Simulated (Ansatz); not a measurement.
## VRuC2, from a guessed structure to a relaxed one

Starting from a made-up structure for VRuC2, the aim is the relaxed cell, its shortest contacts and, where a second run follows, its electronic structure.

Program: Ansatz 0.2.0. Level of theory: DFT, PBE, plane-wave PAW, files of the set soft_1, scalar-relativistic, ferromagnetic start, cell and ions relaxed at zero pressure; PAW set soft_1, in the first sound run; inputs show where later runs differ. Results are calculated unless marked as measured.

## 1. Starting point

Symmetry: P4/mmm, No. 123, tetragonal system. The conventional cell has a = 2.925 Å, b = 2.925 Å, c = 4.132 Å, α = 90.00°, β = 90.00°, γ = 90.00°. Ru has 6 C at 2.07 Å nearest. Nearest to V lie 6 C at 2.07 Å. Nearest to C lie 2 V at 2.07 Å and 4 Ru at 2.07 Å. Nearest to C lie 2 Ru at 2.07 Å and 4 V at 2.07 Å. Farther neighbours are not listed.

Coordinates:

```cif
data_structure
_symmetry_space_group_name_H-M 'P 1'
_symmetry_Int_Tables_number 1
_cell_length_a 2.9250
_cell_length_b 2.9250
_cell_length_c 4.1320
_cell_angle_alpha 90.000
_cell_angle_beta 90.000
_cell_angle_gamma 90.000
_cell_volume 35.35
loop_
_atom_site_label
_atom_site_type_symbol
_atom_site_fract_x
_atom_site_fract_y
_atom_site_fract_z
_atom_site_occupancy
Ru1 Ru 0.00000 0.00000 0.00000 1
V2 V 0.50000 0.50000 0.50000 1
C3 C 0.50000 0.50000 0.00000 1
C4 C 0.00000 0.00000 0.50000 1
```

## 2. Relaxing cell and atoms

The guessed cell has no reason to be at equilibrium. It is relaxed with the atoms, within the space group of the guess.

The input, input.yaml:

```yaml
crystal:
  lattice:
    - [2.925, 0.0, 0.0]
    - [0.0, 2.925, 0.0]
    - [0.0, 0.0, 4.132]
  atoms:
    - { symbol: Ru, position: [0.0, 0.0, 0.0], spin: 1.0 }
    - { symbol: V, position: [0.5, 0.5, 0.5], spin: 2.0 }
    - { symbol: C, position: [0.5, 0.5, 0.0] }
    - { symbol: C, position: [0.0, 0.0, 0.5] }
magnetization:
  spin_polarized: true
kpoints:
  mp_grid: { grid: [9, 9, 7] }
scf:
  occupations: { method: fermi_dirac, width: 0.05 }
hamiltonian:
  xc: pbe
  pseudopotentials: { kind: paw, azcp: { folder: soft_1 } }
relax:
  f_tol: 0.015
  max_steps: 70
  cell: {}
output:
  forces: true
  stress: true
```

On the command line:

```bash
> ansatz run input.yaml --threads 4 --pin off --max-ram 8192MiB --backend cpu --events-out ev --progress --plain --runs-dir out
```

Numbers of over 12 decimals in the logs are rounded to 6 here.

What it wrote:

```text
Engine: ansatz 0.2.0, aarch64-unknown-linux-gnu
Pseudopotentials: kind: paw
Pseudopotential: Ru, paw, valence charge 16, recommended cutoff 420 eV (normal), soft_1/Ru.paw.azcp
Pseudopotential: V, paw, valence charge 13, recommended cutoff 420 eV (normal), soft_1/V.paw.azcp
Pseudopotential: C, paw, valence charge 4, recommended cutoff 420 eV (normal), soft_1/C.paw.azcp
Functional definition: PBE
  parameter kappa = 0.804
  parameter beta = 0.066725
  exchange = pbe_x(kappa = kappa, mu = beta*pi^2/3)
  correlation = pbe_c(beta = beta)
Crystal: 4 atoms, lattice volume = 35.352 Å³
Basis set: ecut = 420 eV, 673 PW (Γ), exchange–correlation on 40×40×60 points (8 copies of the dense FFT grid, shifted against one another)
Bands: 24, of which v1, the nominal top of the filled ones, is band 19 counted from 1 (18 counted from 0)
Symmetry: 16 space group operations
Space group: P4/mmm (ITA 123), of the structure as read, at distance tolerance 3.3e-5 Å
Magnetic group: BNS 123.339 (UNI 999), of the structure as read, at distance tolerance 3.3e-5 Å
k-points: 60 of 567
Non-local potential: Ru, projectors of the file, l = 0: 3, l = 1: 2, l = 2: 2, l = 3: 1
Non-local potential: V, projectors of the file, l = 0: 3, l = 1: 2, l = 2: 3, l = 3: 1
Non-local potential: C, projectors of the file, l = 0: 2, l = 1: 2, l = 2: 1
PAW form: soft (Blöchl's): semilocal exchange-correlation on the pseudo side does not see the compensation charge
PAW one-centre angular grid: Ru, 590 points (default); XC on 64 Gauss nodes
PAW one-centre angular grid: V, 590 points (default); XC on 64 Gauss nodes
PAW one-centre angular grid: C, 110 points (default); XC on 64 Gauss nodes
Initial density: superposition of atomic densities (chi_scale 0.1, normalization cell, long waves kept (reshape's long-wave potential 0.01 eV rms))
Starting moments: Σ|m| = 3 μB on 2 of 4 sites
Initial wavefunctions: pseudopotential atomic-orbital guess
Functional: x = pbe(κ = 0.804, μ = 0.219515), c = pbe(β = 0.066725)
SCF iter   1: F=—  HF=-9295.768105 eV  |F-HF|=—  |Δ(HF+E_count)|=         —  Δρ=1.38e-1 (↑1.38e-1 ↓1.23e-1)  dr2=3.27e1  dr2_m=4.55e-1  M=1.687 μB ∫|m|=1.880 μB  β_m=0.30  ethr=3.10e-3  ⟨swp⟩=5.7  Hψ=11398  notcnv=0
Mixer restart at iter 1: flushing history
preconditioner: auto → Kerker (q_TF=auto, 2.749 Å⁻¹)  [metal: Δε(μ)=0.017 eV  Ē_g=8.951 eV  σ=0.050 eV  W_gap=0.08  n_scr=14 (ndim 8)  ℏωp=28.6 eV  f_vac=0.000  D(μ)=2.75/eV (n_scr^D=36)]
spin=Collinear: Kerker preconditioning applied to the charge; magnetization (m = ρ↑ − ρ↓) channel mixes plain (no charge-response kernel on spin).
SCF iter   2: F=—  HF=-9292.248649 eV  |F-HF|=—  |Δ(HF+E_count)|=    3.52e0  Δρ=7.27e-2 (↑7.18e-2 ↓7.27e-2)  dr2=1.15e1  dr2_m=2.22e-1  M=1.600 μB ∫|m|=1.871 μB  β_m=0.47  ethr=3.10e-3  ⟨swp⟩=2.8  Hψ=6659  notcnv=0  defer=40
SCF iter   3: F=—  HF=-9290.768588 eV  |F-HF|=—  |Δ(HF+E_count)|=    1.48e0  Δρ=3.15e-2 (↑2.28e-2 ↓3.15e-2)  dr2=7.95e-1  dr2_m=1.09e-1  M=1.332 μB ∫|m|=1.661 μB  β_m=0.66  ethr=3.10e-3  ⟨swp⟩=3.5  Hψ=7726  notcnv=0  defer=37
SCF iter   4: F=—  HF=-9291.365884 eV  |F-HF|=—  |Δ(HF+E_count)|=   5.97e-1  Δρ=1.68e-2 (↑1.37e-2 ↓1.68e-2)  dr2=9.81e-2  dr2_m=5.83e-2  M=1.059 μB ∫|m|=1.337 μB  β_m=0.83  ethr=2.15e-3  ⟨swp⟩=2.9  Hψ=6088  notcnv=0  defer=28
SCF iter   5: F=—  HF=-9291.662474 eV  |F-HF|=—  |Δ(HF+E_count)|=         —  Δρ=2.68e-2 (↑2.68e-2 ↓2.02e-2)  dr2=1.49e-1  dr2_m=1.58e-1  M=0.360 μB ∫|m|=0.483 μB  β_m=0.83  ethr=2.65e-4  ⟨swp⟩=2.6  Hψ=5741  notcnv=0  defer=27
Mixer restart at iter 5: flushing history
SCF iter   6: F=—  HF=-9291.660062 eV  |F-HF|=—  |Δ(HF+E_count)|=   2.41e-3  Δρ=1.17e-2 (↑9.42e-3 ↓1.17e-2)  dr2=1.07e-2  dr2_m=3.22e-2  M=0.201 μB ∫|m|=0.265 μB  β_m=0.91  ethr=2.65e-4  ⟨swp⟩=3.4  Hψ=5994  notcnv=0  defer=24
SCF iter   7: F=—  HF=-9291.662053 eV  |F-HF|=—  |Δ(HF+E_count)|=   1.99e-3  Δρ=5.69e-3 (↑5.69e-3 ↓3.36e-3)  dr2=6.80e-3  dr2_m=5.43e-3  M=0.089 μB ∫|m|=0.116 μB  β_m=0.94  ethr=2.90e-5  ⟨swp⟩=2.7  Hψ=6262  notcnv=0  defer=2
SCF iter   8: F=—  HF=-9291.659248 eV  |F-HF|=—  |Δ(HF+E_count)|=   2.81e-3  Δρ=2.07e-3 (↑1.70e-3 ↓2.07e-3)  dr2=5.95e-3  dr2_m=2.09e-4  M=0.026 μB ∫|m|=0.032 μB  β_m=0.97  ethr=1.84e-5  ⟨swp⟩=2.5  Hψ=5730  notcnv=0  defer=2
SCF iter   9: F=—  HF=-9291.659442 eV  |F-HF|=—  |Δ(HF+E_count)|=   1.94e-4  Δρ=6.90e-4 (↑4.98e-4 ↓6.90e-4)  dr2=5.40e-4  dr2_m=5.69e-5  M=0.011 μB ∫|m|=0.014 μB  β_m=0.98  ethr=1.61e-5  ⟨swp⟩=2.1  Hψ=4080  notcnv=0  defer=2
SCF iter  10: F=—  HF=-9291.659370 eV  |F-HF|=—  |Δ(HF+E_count)|=   7.24e-5  Δρ=2.49e-4 (↑2.49e-4 ↓2.46e-4)  dr2=8.05e-5  dr2_m=5.16e-6  M=0.004 μB ∫|m|=0.004 μB  β_m=0.99  ethr=1.46e-6  ⟨swp⟩=2.1  Hψ=3682  notcnv=0  defer=2
SCF iter  11: F=—  HF=-9291.659484 eV  |F-HF|=—  |Δ(HF+E_count)|=   1.14e-4  Δρ=1.03e-4 (↑1.03e-4 ↓7.14e-5)  dr2=3.59e-6  dr2_m=1.86e-6  M=0.002 μB ∫|m|=0.002 μB  β_m=1.00  ethr=2.17e-7  ⟨swp⟩=2.2  Hψ=4108  notcnv=0  defer=2
SCF iter  12: F=—  HF=-9291.659484 eV  |F-HF|=—  |Δ(HF+E_count)|=   2.91e-7  Δρ=1.73e-5 (↑1.65e-5 ↓1.73e-5)  dr2=1.56e-7  dr2_m=6.80e-8  M=0.000 μB ∫|m|=0.000 μB  β_m=1.00  ethr=9.70e-9  ⟨swp⟩=2.3  Hψ=4450  notcnv=0  defer=2
SCF iter  13: F=—  HF=-9291.659484 eV  |F-HF|=—  |Δ(HF+E_count)|=   2.61e-8  Δρ=3.16e-6 (↑3.11e-6 ↓3.16e-6)  dr2=1.84e-8  dr2_m=6.85e-10  M=0.000 μB ∫|m|=0.000 μB  β_m=1.00  ethr=4.22e-10  ⟨swp⟩=2.0  Hψ=4758  notcnv=0  defer=2
SCF iter  14: F=—  HF=-9291.659484 eV  |F-HF|=—  |Δ(HF+E_count)|=   2.84e-9  Δρ=1.65e-6 (↑1.65e-6 ↓1.43e-6)  dr2=4.98e-9  dr2_m=1.04e-10  M=0.000 μB ∫|m|=0.000 μB  β_m=1.00  ethr=4.99e-11  ⟨swp⟩=2.0  Hψ=3948  notcnv=0  defer=2
SCF iter  15: F=-9291.659484 eV  HF=-9291.659484 eV  |F-HF|=1.62e-10  |Δ(HF+E_count)|=  4.58e-10  Δρ=4.11e-7 (↑4.11e-7 ↓2.91e-7)  dr2=1.64e-10  dr2_m=4.39e-12  M=0.000 μB ∫|m|=0.000 μB  ethr=1.35e-11  ⟨swp⟩=1.3  Hψ=7310  notcnv=0
WARN: the starting moments were not kept: the SCF closed with an absolute magnetisation of 4.4e-6 μB, where they sum to 3 μB in size (2 sites). That is at most 0.1 of that sum. Measured as dr2_m measures the in/out step, that magnetisation stands 4.0e-12 eV from none, at or under the dr2_threshold of 1.0e-7 eV: it is no larger than a step whose dr2_m would equal this threshold. The system may hold no moment; this SCF [...]
SCF 1 converged in 15 iterations: F = -9291.659484 eV  dr2 = 1.64e-10
  greatest PAW one-centre occupation: 1.000 electrons in one spin orbital (limit 2), on the Ru atom at site 0 (counted from 0), in its partial waves of l = 0
[...]
SCF iter  10: F=-9291.872739 eV  HF=-9291.872739 eV  |F-HF|=4.45e-8  |Δ(HF+E_count)|=   7.19e-9  Δρ=4.71e-6 (↑4.08e-6 ↓4.71e-6)  dr2=4.71e-8  dr2_m=4.63e-11  M=-0.000 μB ∫|m|=0.000 μB  ethr=1.23e-10  ⟨swp⟩=1.1  Hψ=7583  notcnv=0
the starting moments were not kept: the SCF closed with an absolute magnetisation of 2.5e-5 μB, where they sum to 3 μB in size (2 sites). That is at most 0.1 of that sum. Measured as dr2_m measures the in/out step, that magnetisation stands 1.7e-10 eV from none, at or under the dr2_threshold of 4.0e-7 eV: it is no larger than a step whose dr2_m would equal this threshold.
SCF 3 converged in 10 iterations: F = -9291.872739 eV  dr2 = 4.71e-8
relax step   3: F+E_penalty+E_count = -9291.87273878 eV  Δ(F+E_penalty+E_count) = -7.234e-3 eV  max|allowed force component| = 6.784e-29 eV/Å  Δτ_max = 0.0000 Å  P = +0.469 GPa  Ω = 38.018 Å³  energy of the carried Pulay correction = -8.273e-3 eV  (10 SCF iters, dr2 threshold 4.00e-7 eV, accepted)
[...]
relax step   4: F+E_penalty+E_count = -9291.87316432 eV  Δ(F+E_penalty+E_count) = -4.255e-4 eV  max|allowed force component| = 4.585e-30 eV/Å  Δτ_max = 0.0000 Å  P = -0.152 GPa  Ω = 38.095 Å³  energy of the carried Pulay correction = -8.506e-3 eV  (10 SCF iters, dr2 threshold 4.00e-7 eV, accepted)
[...]
relax step   5: F+E_penalty+E_count = -9291.87345027 eV  Δ(F+E_penalty+E_count) = -2.859e-4 eV  max|allowed force component| = 4.782e-30 eV/Å  Δτ_max = 0.0000 Å  P = +0.004 GPa  Ω = 38.080 Å³  energy of the carried Pulay correction = -8.466e-3 eV  (8 SCF iters, dr2 threshold 4.00e-7 eV, accepted)
[...]
relax step   6: F+E_penalty+E_count = -9291.88368144 eV  Δ(F+E_penalty+E_count) = -1.023e-2 eV  max|allowed force component| = 4.782e-30 eV/Å  Δτ_max = 0.0000 Å  P = +0.202 GPa  Ω = 38.080 Å³  stress off target by 2.21e-1 GPa  SCF on the basis re-selected at this cell (its energy is not comparable with the rows above)  (13 SCF iters)
[...]
relax step   7: F+E_penalty+E_count = -9291.88363381 eV  Δ(F+E_penalty+E_count) = +4.763e-5 eV  max|allowed force component| = 4.733e-30 eV/Å  Δτ_max = 0.0000 Å  P = +0.003 GPa  Ω = 38.105 Å³  energy of the carried Pulay correction = -6.353e-5 eV  (9 SCF iters, dr2 threshold 1.22e-7 eV, accepted)
iter 1 solved again at ethr=5.30e-8 eV; its pass at ethr=3.10e-3 eV (dr2=1.96e-5 eV) is discarded
SCF iter   1: F=—  HF=-9291.883700 eV  |F-HF|=—  |Δ(HF+E_count)|=         —  Δρ=2.39e-6 (↑2.33e-6 ↓2.39e-6)  dr2=8.10e-9  dr2_m=3.83e-11  M=-0.000 μB ∫|m|=0.000 μB  β_m=0.65  ethr=5.30e-8  ⟨swp⟩=3.0  Hψ=18806  notcnv=0
preconditioner: auto → none  [metal: Δε(μ)=0.050 eV  Ē_g=7.227 eV  σ=0.050 eV  W_gap=0.24  n_scr=6 (ndim 8)  ℏωp=27.6 eV  f_vac=0.000  D(μ)=3.42/eV (n_scr^D=36)]
SCF iter   2: F=—  HF=-9291.883703 eV  |F-HF|=—  |Δ(HF+E_count)|=   2.65e-6  Δρ=2.25e-6 (↑2.25e-6 ↓2.13e-6)  dr2=1.16e-8  dr2_m=1.66e-11  M=-0.000 μB ∫|m|=0.000 μB  β_m=0.30  ethr=2.19e-11  ⟨swp⟩=2.6  Hψ=5270  notcnv=0
SCF iter   3: F=—  HF=-9291.883703 eV  |F-HF|=—  |Δ(HF+E_count)|=   1.59e-9  Δρ=8.26e-7 (↑8.18e-7 ↓8.26e-7)  dr2=1.52e-10  dr2_m=1.42e-11  M=-0.000 μB ∫|m|=0.000 μB  β_m=0.40  ethr=2.19e-11  ⟨swp⟩=2.1  Hψ=4200  notcnv=0
SCF iter   4: F=—  HF=-9291.883703 eV  |F-HF|=—  |Δ(HF+E_count)|=  9.39e-10  Δρ=4.65e-7 (↑4.65e-7 ↓3.35e-7)  dr2=1.86e-10  dr2_m=7.97e-12  M=-0.000 μB ∫|m|=0.000 μB  β_m=0.47  ethr=1.00e-12  ⟨swp⟩=2.1  Hψ=4543  notcnv=0
SCF iter   5: F=—  HF=-9291.883703 eV  |F-HF|=—  |Δ(HF+E_count)|=  8.53e-10  Δρ=2.10e-7 (↑2.10e-7 ↓1.58e-7)  dr2=4.37e-11  dr2_m=4.02e-12  M=-0.000 μB ∫|m|=0.000 μB  β_m=0.57  ethr=1.00e-12  ⟨swp⟩=2.0  Hψ=4163  notcnv=0
SCF iter   6: F=—  HF=-9291.883703 eV  |F-HF|=—  |Δ(HF+E_count)|=  2.82e-10  Δρ=1.89e-7 (↑1.89e-7 ↓1.08e-7)  dr2=3.38e-11  dr2_m=3.55e-12  M=-0.000 μB ∫|m|=0.000 μB  β_m=0.79  ethr=1.00e-12  ⟨swp⟩=2.0  Hψ=3329  notcnv=0
SCF iter   7: F=—  HF=-9291.883703 eV  |F-HF|=—  |Δ(HF+E_count)|=  1.86e-10  Δρ=1.28e-7 (↑1.28e-7 ↓1.28e-7)  dr2=4.02e-11  dr2_m=6.43e-15  M=-0.000 μB ∫|m|=0.000 μB  β_m=0.73  ethr=1.00e-12  ⟨swp⟩=2.0  Hψ=4164  notcnv=0
SCF iter   8: F=-9291.883703 eV  HF=-9291.883703 eV  |F-HF|=3.64e-12  |Δ(HF+E_count)|=  3.64e-12  Δρ=3.77e-8 (↑3.77e-8 ↓3.73e-8)  dr2=4.57e-12  dr2_m=2.19e-15  M=-0.000 μB ∫|m|=0.000 μB  ethr=1.00e-12  ⟨swp⟩=2.0  Hψ=7970  notcnv=0
the starting moments were not kept: the SCF closed with an absolute magnetisation of 2.6e-7 μB, where they sum to 3 μB in size (2 sites). That is at most 0.1 of that sum. Measured as dr2_m measures the in/out step, that magnetisation stands 1.8e-14 eV from none, at or under the dr2_threshold of 4.0e-11 eV: it is no larger than a step whose dr2_m would equal this threshold.
SCF 8 converged in 8 iterations: F = -9291.883703 eV  dr2 = 4.57e-12
relax step   8: F+E_penalty+E_count = -9291.88370263 eV  Δ(F+E_penalty+E_count) = -6.882e-5 eV  max|allowed force component| = 4.635e-30 eV/Å  Δτ_max = 0.0000 Å  P = +0.003 GPa  Ω = 38.105 Å³  stress off target by 3.60e-3 GPa  SCF on the basis re-selected at this cell (its energy is not comparable with the rows above)  (8 SCF iters)
basis re-selected at this cell: Δ(F+E_penalty+E_count) = -6.882e-5 eV, ΔP = -0.000 GPa vs the last step (what re-selecting the basis moved, of the pressure what is left beyond the Pulay correction that the steps carried, after the strain that the cell walked since its last selection, with what the two solves' SCF thresholds leave and, on support functions, any second-order correction that the steps lacked; it is no m [...]
SCF converged after 8 iterations
Magnetization: -0.0000 μB (18.5000 up, 18.5000 down)
Absolute magnetization: 0.0000 μB (∫|ρ↑−ρ↓|, with the PAW one-centre terms)
Spin contamination: 0.0000 ħ² per cell (⟨S²⟩ above its minimum at these occupations)
Per-site moments (μB) at R_I (Å): [(-1.0798918271064791e-7, 0.871245), (-8.261972729190305e-8, 0.871245), (-4.385575142713553e-9, 0.871245), (1.719532753488713e-8, 0.871245)]
Free energy (F): -9291.883703 eV
Harris-Foulkes:  -9291.883703 eV  (|F-HF|=3.64e-12)
Internal energy: -9291.855494 eV  (E = F + TS)
E sigma→0 (E₀):  -9291.869598 eV
Entropy (-TS):   -0.028208 eV (-7.052 meV/atom)
Fermi energy:    18.742884 eV
--- Per-component energies (eV) ---
  E_band       = -188.672491
  E_kinetic    = 929.112664
  E_local      = -2504.325228  (includes V_loc(G=0)·N_el)
  E_nonlocal   = 540.626405
  E_hartree    = 918.609864
  E_xc         = -379.822849
  E_vxc        = -477.611766  (∫ρ·V_xc dr)
  E_paw        = -4826.603485  (= ΣΔE_a)
  E_vpaw       = -513.696006  (= ΣTr[D̂ρ^β])
  E_aug_tail   = 0.001703  (compensation charges beyond the density's cutoff)
  E_ewald      = -3969.454568
  E_smearing   = -0.028208  (= −TS)
  E_closure    = 0.000000  (closes the sum)
  Σ components = -9291.883703   (vs F -9291.883703, Δ=0.00e0)
--- Forces (eV/Å), atoms counted from 1 ---
  atom   1  Ru    -0.00000000    -0.00000000     0.00000000
  atom   2  V      0.00000000     0.00000000     0.00000000
  atom   3  C      0.00000000     0.00000000     0.00000000
  atom   4  C      0.00000000     0.00000000     0.00000000
  max |Σ_I F_I| component: 6.71e-30 eV/Å
--- Stress (GPa, compression-positive) ---
        0.002298       0.000000       0.000000
        0.000000       0.002298       0.000000
        0.000000       0.000000       0.003602
  P = ⅓ Tr σ = 0.0027 GPa (0.027 kbar)
--- Relaxed structure (6 steps of the walk, 6 accepted, 2 SCFs on fresh bases) ---
  F+E_penalty+E_count = -9291.88370263 eV   max|allowed force component| = 4.635e-30 eV/Å   (the final SCF, on the basis selected at the relaxed cell)
  cell:  # Å, volume = 38.1046 Å³
    - [2.986975, 0, 0.0]
    - [0, 2.986975, 0.0]
    - [0.0, 0.0, 4.270855]
  atoms:
    - { symbol: Ru, position: [0, 0, 0.0] }
    - { symbol: V, position: [0.5, 0.5, 0.500000] }
    - { symbol: C, position: [0.5, 0.5, 0.0] }
    - { symbol: C, position: [0, 0, 0.500000] }
```

Wall time 13 s (4 threads of Arm Neoverse V2, shared host); peak memory 0.41 GiB; 48 s of CPU time.

Step by step:

```csv
step,energy less that of the first step (eV),largest force component (eV/Å),pressure (GPa),volume (Å³)
1,0.0000,0.0000,27.47,35.35
2,-0.2060,0.0000,4.56,37.54
3,-0.2133,0.0000,0.47,38.02
4,-0.2137,0.0000,-0.15,38.09
5,-0.2140,0.0000,0.00,38.08
6*,-0.2242,0.0000,0.20,38.08
7,-0.2242,0.0000,0.00,38.10
8*,-0.2242,0.0000,0.00,38.10
```

Relaxation steps marked * repeat the geometry before them on a plane-wave basis chosen anew for their cell, so energy and pressure can jump there.

The run keeps the 16 symmetry operations that it works with, so distortions that break them were not tested.

```csv
"conventional cell, symmetrised",before,after,change
a (Å),2.925,2.987,+2.1 %
b (Å),2.925,2.987,+2.1 %
c (Å),4.132,4.271,+3.4 %
volume (Å³/atom),8.84,9.53,+7.8 %
```

Numbers from this step:

- free energy: -9291.8837 eV
- energy at zero smearing: -9291.8696 eV
- smearing term TS: 0.02821 eV
- Fermi energy: 18.74 eV
- electrons: 37
- symmetry operations: 16
- pressure: 0.002732 GPa

Shortest distances by pair of elements, guess and relaxed (not always the same contact):

| pair | guess (Å) | relaxed (Å) |
| --- | --- | --- |
| C–Ru | 2.066 | 2.112 |
| C–V | 2.066 | 2.112 |
| Ru–Ru | 2.925 | 2.987 |
| V–V | 2.925 | 2.987 |
| C–C | 2.923 | 2.987 |

The relaxation ends with a pressure of 0.00 GPa. No moment survives the cycle: this start ends non-magnetic.

(Part 1 of 2 ends here.)

[Logs are printed without paths, hosts, clocks, repeated set-up lines and the standing remarks that a program may print on its own settings, such as how far it seeks lower states.]

[Hosts, paths, dates, database ids (printed as entryN), source tags and the programs' standing remarks are cut or masked in the printed files.]
